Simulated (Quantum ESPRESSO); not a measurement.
# SrO (Fm-3m): phonons by linear response

Wanted: phonon bands, density of states and zone-centre response of SrO (Fm-3m).

Main program and level: Quantum ESPRESSO 7.5; DFT LDA, scalar-relativistic, plane waves, PseudoDojo norm-conserving pseudopotentials.

Most raw output is cut from this account.

The database entry behind the starting cell differs from later determinations by our own check (about 0.5 % short), so it need not match the best structure at ambient conditions.

## (1) The starting structure

It takes space group Fm-3m (No. 225, cubic). The conventional cell has a = 5.133 Å, b = 5.133 Å, c = 5.133 Å, α = 90.00°, β = 90.00°, γ = 90.00°. Nearest to Sr lie 6 O at 2.57 Å. O has 6 Sr at 2.57 Å nearest. Farther neighbours and most contacts between anions are not listed.

Coordinates:

```cif
data_structure
_symmetry_space_group_name_H-M 'P 1'
_symmetry_Int_Tables_number 1
_cell_length_a 3.6293
_cell_length_b 3.6293
_cell_length_c 3.6293
_cell_angle_alpha 60.000
_cell_angle_beta 60.000
_cell_angle_gamma 60.000
_cell_volume 33.80
loop_
_atom_site_label
_atom_site_type_symbol
_atom_site_fract_x
_atom_site_fract_y
_atom_site_fract_z
_atom_site_occupancy
Sr1 Sr 0.50000 0.50000 0.50000 1
O2 O 0.00000 0.00000 0.00000 1
```

## (2) A first look

A cheap run with smearing and empty bands tells whether the crystal has a gap, which decides between fixed occupations and smearing later on.

Contents of probe.in:

```
&CONTROL
  calculation = 'scf'
  prefix      = 'x'
  outdir      = './tmp'
  pseudo_dir  = './pseudo'
  tprnfor     = .true.
  tstress     = .true.
  verbosity   = 'high'
/
&SYSTEM
  ibrav       = 2
  celldm(1)   = 9.69920831
  nat         = 2
  ntyp        = 2
  ecutwfc     = 84.0
  occupations = 'smearing'
  smearing    = 'gaussian'
  degauss     = 0.01
/
&ELECTRONS
  conv_thr         = 1.0d-07
  mixing_beta      = 0.7
  electron_maxstep = 100
/
ATOMIC_SPECIES
 Sr     87.6200  Sr.upf
 O      15.9990  O.upf
ATOMIC_POSITIONS crystal
 Sr     0.500000000   0.500000000   0.500000000
 O      0.000000000   0.000000000   0.000000000
K_POINTS automatic
 6 6 6 0 0 0
```

Command:

```console
$ OMP_NUM_THREADS=1 mpirun -n 4 pw.x -nk 4 -in probe.in > probe.out
```

Elapsed: 3.6 s, on 4 MPI ranks of Intel Xeon Platinum 8488C (Sapphire Rapids), shared host.

Numbers from this step:

```yaml
volume_per_atom: 16.90 Å³
pressure: -4.037 GPa
gap_on_the_k_mesh: 3.163 eV
```

A gap of 3.2 eV opens on this mesh, so the crystal is taken as an insulator; the start stands at -4.0 GPa.

## (3) Relaxation

The relaxation runs at a cutoff a fifth above that of the response, since stress converges more slowly with the basis than frequencies do. Forces and stress are brought to rest with tight thresholds.

Contents of relax.in:

```
&CONTROL
  calculation   = 'vc-relax'
  prefix        = 'x'
  outdir        = './tmp'
  pseudo_dir    = './pseudo'
  tprnfor       = .true.
  tstress       = .true.
  forc_conv_thr = 2.0d-05
  etot_conv_thr = 1.0d-07
  nstep         = 40
/
&SYSTEM
  ibrav       = 2
  celldm(1)   = 9.69920831
  nat         = 2
  ntyp        = 2
  ecutwfc     = 101
  occupations = 'fixed'
  nbnd        = 10
/
&ELECTRONS
  conv_thr         = 1.0d-11
  mixing_beta      = 0.7
  electron_maxstep = 100
/
&IONS
/
&CELL
  press_conv_thr = 0.2
/
ATOMIC_SPECIES
 Sr     87.6200  Sr.upf
 O      15.9990  O.upf
ATOMIC_POSITIONS crystal
 Sr     0.500000000   0.500000000   0.500000000
 O      0.000000000   0.000000000   0.000000000
K_POINTS automatic
 8 8 8 0 0 0
```

Command:

```console
$ OMP_NUM_THREADS=1 mpirun -n 4 pw.x -nk 4 -in relax.in > relax.out
```

The job ended after 29 s (4 MPI ranks; 1.9 min of CPU time).

Step by step:

```csv
step,energy less that of the first step (eV),largest force (eV/Å),pressure (GPa),volume (Å³)
1,0.0000,0.0000,-4.01,33.80
2,-0.0133,0.0000,-2.16,33.12
3,-0.0181,0.0000,0.18,32.35
4,-0.0182,0.0000,-0.01,32.41
5,-0.0182,0.0000,0.00,32.41
6,-0.0181,0.0000,0.00,32.41
```

```csv
"conventional cell, symmetrised",before,after,change
a (Å),5.133,5.061,-1.4 %
b (Å),5.133,5.061,-1.4 %
c (Å),5.133,5.061,-1.4 %
volume (Å³/atom),16.90,16.20,-4.1 %
```

The relaxed structure:

```xyz
2
Lattice="-2.5305 0.0000 2.5305 0.0000 2.5305 2.5305 -2.5305 2.5305 0.0000" Properties=species:S:1:pos:R:3 pbc="T T T"
Sr   -2.5305    2.5305    2.5305
O     0.0000    0.0000    0.0000
```

The last row of the table of steps is pw.x's closing run on a basis chosen anew for the final cell, so its energy can jump.

This step gave:

```
volume per atom   : 16.20 Å³
pressure          : -0.002 GPa
gap on the k-mesh : 3.131 eV
```

The volume changes by -4.1 % from the cell with which this run began.

## (4) Self-consistent run for the response

The response is built on this ground state, so it is converged far tighter than an energy would need. With a gap, occupations are fixed, which also allows the response to an electric field.

Contents of scf.in:

```
&CONTROL
  calculation = 'scf'
  prefix      = 'x'
  outdir      = './tmp'
  pseudo_dir  = './pseudo'
  tprnfor     = .true.
  tstress     = .true.
/
&SYSTEM
  ibrav       = 2
  celldm(1)   = 9.56395399
  nat         = 2
  ntyp        = 2
  ecutwfc     = 84.0
  occupations = 'fixed'
  nbnd        = 10
/
&ELECTRONS
  conv_thr         = 1.0d-12
  mixing_beta      = 0.7
  electron_maxstep = 100
/
ATOMIC_SPECIES
 Sr     87.6200  Sr.upf
 O      15.9990  O.upf
ATOMIC_POSITIONS crystal
 Sr     0.500000000   0.500000000   0.500000000
 O      0.000000000   0.000000000   0.000000000
K_POINTS automatic
 8 8 8 0 0 0
```

Command:

```console
$ OMP_NUM_THREADS=1 mpirun -n 4 pw.x -nk 4 -in scf.in > scf.out
```

Wall time 5.2 s (4 MPI ranks).

Read from the output:

```
pressure : -0.02700 GPa
```

The cell stands at -0.027 GPa, close enough for phonons.

## (5) Phonons on a q mesh

Linear response treats each wavevector in the unit cell, with no supercell; the 4×4×4 mesh fixes the range of the force constants to be had.

Contents of ph.in:

```
phonons
&INPUTPH
  prefix = 'x'
  outdir = './tmp'
  fildyn = 'x.dyn'
  tr2_ph = 1.0d-18
  epsil  = .true.
  ldisp  = .true.
  nq1    = 4
  nq2    = 4
  nq3    = 4
/
```

Command:

```console
$ OMP_NUM_THREADS=1 mpirun -n 4 ph.x -nk 4 -in ph.in > ph.out
```

It took 23 min on 4 MPI ranks; 90 min of CPU time.

Numbers from this step:

```
miss of the charge sum rule                                        : 3.40e-4 e
largest acoustic frequency at the zone centre before the sum rule  : -1.26 cm⁻¹
highest optical zone-centre mode (no LO-TO term)                   : 216.7 cm⁻¹
lowest optical zone-centre mode                                    : 216.7 cm⁻¹
mean high-frequency dielectric constant                            : 3.862
largest Born charge in size (third of the trace)                   : 2.476 e
lowest mode on the q mesh (acoustic ones at the zone centre apart) : 84.77 cm⁻¹
```

Frequencies (cm⁻¹) at each irreducible wavevector; negative means imaginary. Frequencies by wavevector:

```csv
q (fractions),star,mode 1,mode 2,mode 3,mode 4,mode 5,mode 6
0 0 0,1,-1.26,-1.26,-1.26,216.7,216.7,216.7
0 0 0.25,8,84.77,84.77,156.2,254.6,254.6,460.4
0 0 -0.5,4,111.1,111.1,235.1,286.9,286.9,438.5
0 0.25 0.25,6,91.56,91.56,163.4,238.4,238.4,417.9
0 0.25 -0.5,24,120.9,144.9,200.9,265.9,286.3,376.9
0 0.25 -0.25,12,110.8,140.6,194.9,268.5,281.6,415.1
0 -0.5 -0.5,3,126.3,126.3,198.3,243.6,243.6,311.8
0.25 -0.5 -0.25,6,151.8,171.7,171.7,284.5,284.5,328
```

Born charge (rows field, columns displacement), before the sum rule (e), principal values of the symmetric part by kind of site:

```csv
atom,atoms with these values,low,middle,high,mean
Sr1,1,2.48,2.48,2.48,2.48
O2,1,-2.48,-2.48,-2.48,-2.48
```

In full for O2:

```
-2.48  0.00  0.00
 0.00 -2.48  0.00
 0.00  0.00 -2.48
```

High-frequency dielectric tensor:

```
3.86 0.00 0.00
0.00 3.86 0.00
0.00 0.00 3.86
```

The acoustic modes at Γ come out as far as 1.3 cm⁻¹ from zero, where they should vanish, a small numerical error; the Born charges miss their sum rule by 3.4e-4 e, which is good.

## (6) Force constants in real space

The dynamical matrices of the mesh are Fourier-transformed to force constants in real space, after the long-range dipole part is taken out.

Contents of q2r.in:

```
&INPUT
  fildyn = 'x.dyn'
  zasr   = 'simple'
  flfrc  = 'x.fc'
/
```

Command:

```console
$ q2r.x < q2r.in > q2r.out
```

It took 0.7 s on 1 thread.

## (7) Dispersion

From the force constants any wavevector is cheap; points of the mesh come back as solved, but for the sum rule and, in polar crystals, the LO-TO term at Γ; the rest is interpolation.

Contents of matdyn.in:

```
&INPUT
  asr              = 'simple'
  flfrc            = 'x.fc'
  flfrq            = 'x.freq'
  flvec            = 'x.modes'
  q_in_band_form   = .true.
  q_in_cryst_coord = .true.
/
8
  0.0000000   0.0000000   0.0000000  12  ! GAMMA
 -0.0000000   0.5000000   0.5000000  12  ! X
  0.0000000   0.6250000   0.3750000   1  ! U
 -0.3750000   0.3750000  -0.0000000  12  ! K
  0.0000000   0.0000000   0.0000000  12  ! GAMMA
  0.0000000   0.5000000  -0.0000000  12  ! L
 -0.2500000   0.5000000   0.2500000  12  ! W
 -0.0000000   0.5000000   0.5000000   1  ! X
```

Command:

```console
$ matdyn.x -in matdyn.in > matdyn.out
```

Elapsed: 0.67 s, on 1 thread.

This step gave:

* lowest frequency on the path: 0 cm⁻¹

Matdyn.x, sum rule simple. The phonon branches at the labelled points (cm⁻¹):

```csv
point,branch 1,branch 2,branch 3,branch 4,branch 5,branch 6
Γ,0,0,0,217,217,474
halfway,92,92,163,238,238,418
X,126,126,198,244,244,312
halfway,128,143,195,250,274,309
U,127,173,184,265,300,334
jump to K,127,173,184,265,300,334
halfway,96,110,171,255,268,441
Γ,0,0,0,217,217,474
halfway,85,85,156,255,255,460
L,111,111,235,287,287,438
halfway,123,144,212,281,286,395
W,152,172,172,284,284,328
halfway,140,143,191,259,290,305
X,126,126,198,244,244,312
```

All branches are real along the path.

## (8) Density of states

Sums over the zone need many more wavevectors than were solved, so the interpolation is sampled on a dense mesh.

Contents of matdyn.in:

```
&INPUT
  asr    = 'simple'
  flfrc  = 'x.fc'
  dos    = .true.
  fldos  = 'x.dos'
  nk1    = 15
  nk2    = 15
  nk3    = 15
  deltaE = 1.0
/
```

Command:

```console
$ matdyn.x -in matdyn.in > matdyn.out
```

Run time: 4.3 s. Hardware: 1 thread.

This step gave:

```
share of modes beyond 3i cm⁻¹ on the dense interpolated mesh : 0
zero-point energy per atom                                   : 42.27 meV
heat capacity at 300 K                                       : 22.31 J/(mol atoms K)
vibrational entropy at 300 K                                 : 26.81 J/(mol atoms K)
```

The phonon density of states has structure finer than the step of the table below, so its rows give means over 10 cm⁻¹, whole bins alone (the curve runs from 0 to 474 cm⁻¹). Peaks (cm⁻¹: height): total 126.0: 0.0439, 192.0: 0.0452, 285.0: 0.0710, 435.0: 0.0094; O 285.0: 0.0708, 435.0: 0.0089; Sr 126.0: 0.0428, 192.0: 0.0439.

Tetrahedra. Table of phonon density of states by wavenumber; means over each step; values in 1/cm⁻¹/cell:

```csv
wavenumber (cm⁻¹),total,O,Sr
10,2.4e-5,1.5e-6,2.0e-5
20,9.1e-5,1.3e-5,7.8e-5
30,4.4e-4,6.0e-5,3.8e-4
40,8.5e-4,1.1e-4,7.4e-4
50,0.00168,2.0e-4,0.00148
60,0.00268,2.8e-4,0.00239
70,0.00427,3.9e-4,0.00388
80,0.00673,5.1e-4,0.00622
90,0.0104,6.2e-4,0.00978
100,0.0168,7.3e-4,0.0160
110,0.0315,8.0e-4,0.0307
120,0.0408,8.7e-4,0.0400
130,0.0369,9.0e-4,0.0360
140,0.0226,5.2e-4,0.0221
150,0.0167,4.1e-4,0.0163
160,0.0151,3.8e-4,0.0147
170,0.00915,4.0e-4,0.00875
180,0.00946,5.0e-4,0.00896
190,0.0326,9.1e-4,0.0317
200,0.0226,5.3e-4,0.0220
210,0.0103,1.9e-4,0.0101
220,0.00718,0.00100,0.00618
230,0.00660,0.00398,0.00263
240,0.0120,0.0110,0.00101
250,0.0251,0.0236,0.00149
260,0.0307,0.0296,0.00114
270,0.0393,0.0386,7.4e-4
280,0.0565,0.0562,3.5e-4
290,0.0296,0.0295,6.6e-5
300,0.00164,0.00164,4.5e-6
310,0.00176,0.00174,2.7e-5
320,0.00377,0.00372,5.4e-5
330,0.00424,0.00418,5.6e-5
340,0.00506,0.00500,6.5e-5
350,0.00540,0.00533,7.5e-5
360,0.00580,0.00571,8.7e-5
370,0.00628,0.00617,1.1e-4
380,0.00672,0.00658,1.4e-4
390,0.00725,0.00707,1.7e-4
400,0.00772,0.00750,2.2e-4
410,0.00826,0.00798,2.8e-4
420,0.00870,0.00834,3.6e-4
430,0.00920,0.00875,4.5e-4
440,0.00785,0.00730,5.4e-4
450,0.00567,0.00511,5.6e-4
460,0.00421,0.00370,5.1e-4
```

Harmonic thermodynamic functions per atom, summed over the density of states scaled to three modes an atom; melting is ignored. Thermodynamic functions:

```csv
T (K),F_vib (meV/atom),S (J/mol-atom/K),C_V (J/mol-atom/K)
0,42.27,0,0
50,42.06,1.603,4.242
100,39.89,7.055,12.02
200,26.58,18.24,19.71
300,3.02,26.81,22.31
400,-28.31,33.4,23.39
500,-65.75,38.68,23.93
600,-108.2,43.07,24.23
700,-154.8,46.82,24.41
800,-205.1,50.09,24.54
900,-258.5,52.98,24.62
1000,-314.8,55.58,24.68
```

At 300 K the heat capacity has reached 89 % of the Dulong-Petit value.

## (9) Zone-centre analysis

A rigid shift of the crystal must cost nothing, but grids and finite bases break this; the acoustic sum rule is imposed before the matrix is diagonalised again. With Born charges the intensities follow, and the static dielectric tensor.

Contents of dynmat.in:

```
&INPUT
  fildyn = 'x.dyn1'
  asr    = 'simple'
  fileig = 'dynmat.eig'
  lperm  = .true.
/
```

Command:

```console
$ dynmat.x -in dynmat.in > dynmat.out
```

The job ended after 0.64 s (1 thread).

This step gave:

```yaml
mean_static_dielectric_constant: 18.51
```

Unit eigenvectors of the mass-weighted matrix after the sum rule; no LO-TO term. Modes at Γ, with each element's share of the kinetic energy:

```csv
mode,frequency (cm⁻¹),symmetry,Sr %,O %
1,0.0,acoustic,85,15
2,0.0,acoustic,85,15
3,0.0,acoustic,85,15
4,216.7,T1u,15,85
5,216.7,T1u,15,85
6,216.7,T1u,15,85
```

Displacements in mode 5 (216.7 cm⁻¹), the largest set to 1:
```
Sr1  0.00  0.00 -0.18
O2   0.00  0.00  1.00
```

Degenerate modes summed, no LO-TO term. Lines of the infrared spectrum (strongest = 100):

```csv
position (cm⁻¹),lines merged,label,"IR intensity, relative"
217,3,T1u,100
```

Static dielectric tensor (ions relaxed, fixed cell):

```
18.51  0.00  0.00
 0.00 18.51  0.00
 0.00  0.00 18.51
```

The rule moves no optical mode by more than 0.1 cm⁻¹.

## (10) Sum rules set otherwise (asr no)

Without the rule the raw error of the acoustic modes shows.

Contents of dynmat.in:

```
&INPUT
  fildyn = 'x.dyn1'
  asr    = 'no'
  fileig = 'dynmat.eig'
  lperm  = .true.
/
```

Command:

```console
$ dynmat.x -in dynmat.in > dynmat.out
```

Elapsed: 0.64 s, on 1 thread.

Numbers from this step:

```
mean static dielectric constant : 18.52
```

Zone-centre frequencies as printed; negative means imaginary. Modes:

```csv
mode,frequency (cm⁻¹)
1,-1.26
2,-1.26
3,-1.26
4,216.7
5,216.7
6,216.7
```

Against the first rule no mode moves by more than 1.3 cm⁻¹.

## (11) Sum rules set otherwise: a sum rule for molecules or wires on a crystal

This rule also removes rotations, which suits molecules and not a crystal; it is tried to see the harm.

Contents of dynmat.in:

```
&INPUT
  fildyn = 'x.dyn1'
  asr    = 'zero-dim'
  fileig = 'dynmat.eig'
  lperm  = .true.
/
```

Command:

```console
$ dynmat.x -in dynmat.in > dynmat.out
```

Run time: 0.64 s. Hardware: 1 thread.

The program raised no error, yet the settings are not those of a careful run.

The fault: a sum rule for molecules or wires on a crystal; 2 optical modes are projected out to zero frequency, as if they were rotations, and the static dielectric tensor is spoilt.

For a crystal the rule has to be 'simple' or 'crystal'.

Zone-centre frequencies as printed; negative means imaginary. Modes:

```csv
mode,frequency (cm⁻¹)
1,0
2,0
3,0
4,0
5,0
6,216.7
```

## (12) Modes along a direction of q (1 0 0)

A longitudinal polar mode sets up a macroscopic field that stiffens it; the term hangs on the direction from which q goes to zero.

Contents of dynmat.in:

```
&INPUT
  fildyn = 'x.dyn1'
  asr    = 'simple'
  fileig = 'dynmat.eig'
  q(1)   = 1.0
  q(2)   = 0.0
  q(3)   = 0.0
/
```

Command:

```console
$ dynmat.x -in dynmat.in > dynmat.out
```

The job ended after 0.64 s (1 thread).

Read from the output:

| Quantity | Value |
| --- | --- |
| highest mode moved by the LO-TO term | 474.4 cm⁻¹ |

Zone-centre frequencies as printed; negative means imaginary. Modes:

```csv
mode,frequency (cm⁻¹)
1,0
2,0
3,0
4,216.7
5,216.7
6,474.4
```

The field moves one mode, from 217 to 474 cm⁻¹; the others stay.

## (13) The dispersion under another sum rule (asr all)

The sum rule corrects the force constants themselves, so it can shift branches at any wavevector, low ones most.

Contents of matdyn.in:

```
&INPUT
  asr              = 'all'
  flfrc            = 'x.fc'
  flfrq            = 'x.freq'
  flvec            = 'x.modes'
  q_in_band_form   = .true.
  q_in_cryst_coord = .true.
/
8
  0.0000000   0.0000000   0.0000000   8  ! GAMMA
 -0.0000000   0.5000000   0.5000000   8  ! X
  0.0000000   0.6250000   0.3750000   1  ! U
 -0.3750000   0.3750000  -0.0000000   8  ! K
  0.0000000   0.0000000   0.0000000   8  ! GAMMA
  0.0000000   0.5000000  -0.0000000   8  ! L
 -0.2500000   0.5000000   0.2500000   8  ! W
 -0.0000000   0.5000000   0.5000000   1  ! X
```

Command:

```console
$ matdyn.x -in matdyn.in > matdyn.out
```

Elapsed: 0.68 s, on 1 thread.

At the labelled points the branches move by no more than 0.2 cm⁻¹. The log warns that this rule wants the long-range part of the force constants stored apart (write_lr, read_lr) in a polar crystal, which was not done.

## (14) Outcome

```
space group after relaxation                                       : Fm-3m
volume per atom                                                    : 16.2 Å³
gap on the k-mesh                                                  : 3.13 eV
highest optical zone-centre mode (no LO-TO term)                   : 216.7 cm⁻¹
highest mode moved by the LO-TO term                               : 474.4 cm⁻¹
mean high-frequency dielectric constant                            : 3.86
largest Born charge in size (third of the trace)                   : 2.48 e
mean static dielectric constant                                    : 18.5
q mesh                                                             : 4×4×4
lowest mode on the q mesh (acoustic ones at the zone centre apart) : 84.8 cm⁻¹
zero-point energy per atom                                         : 42.3 meV
heat capacity at 300 K                                             : 22.3 J/(mol atoms K)
vibrational entropy at 300 K                                       : 26.8 J/(mol atoms K)
imaginary modes on the q mesh                                      : none
```

**Reading.** SrO (Fm-3m) is dynamically stable on the 4×4×4 mesh; its spectrum reaches 474 cm⁻¹. At the LDA level the optical modes of SrO (Fm-3m) at the zone centre (no LO-TO term) lie at 217 cm⁻¹. Along the directions run, the highest mode that the macroscopic field moves lies at 474 cm⁻¹. Lattice motion raises the mean dielectric constant from 3.862 to 18.51. The Born charge of O is -2.476 e against a formal charge of -2, somewhat above it. The Lyddane-Sachs-Teller relation holds: (ωLO/ωTO)² is 4.79 and ε₀/ε∞ is 4.79. These are harmonic frequencies at zero temperature: anharmonic shifts and linewidths and thermal expansion are left out.

[Host names and launcher messages were left out of these logs when they were recorded.]

[Logs are printed without paths, hosts, clocks, repeated set-up lines and the standing remarks that a program may print on its own settings, such as how far it seeks lower states.]

[Hosts, paths, dates, database ids (printed as entryN), source tags and the programs' standing remarks are cut or masked in the printed files.]
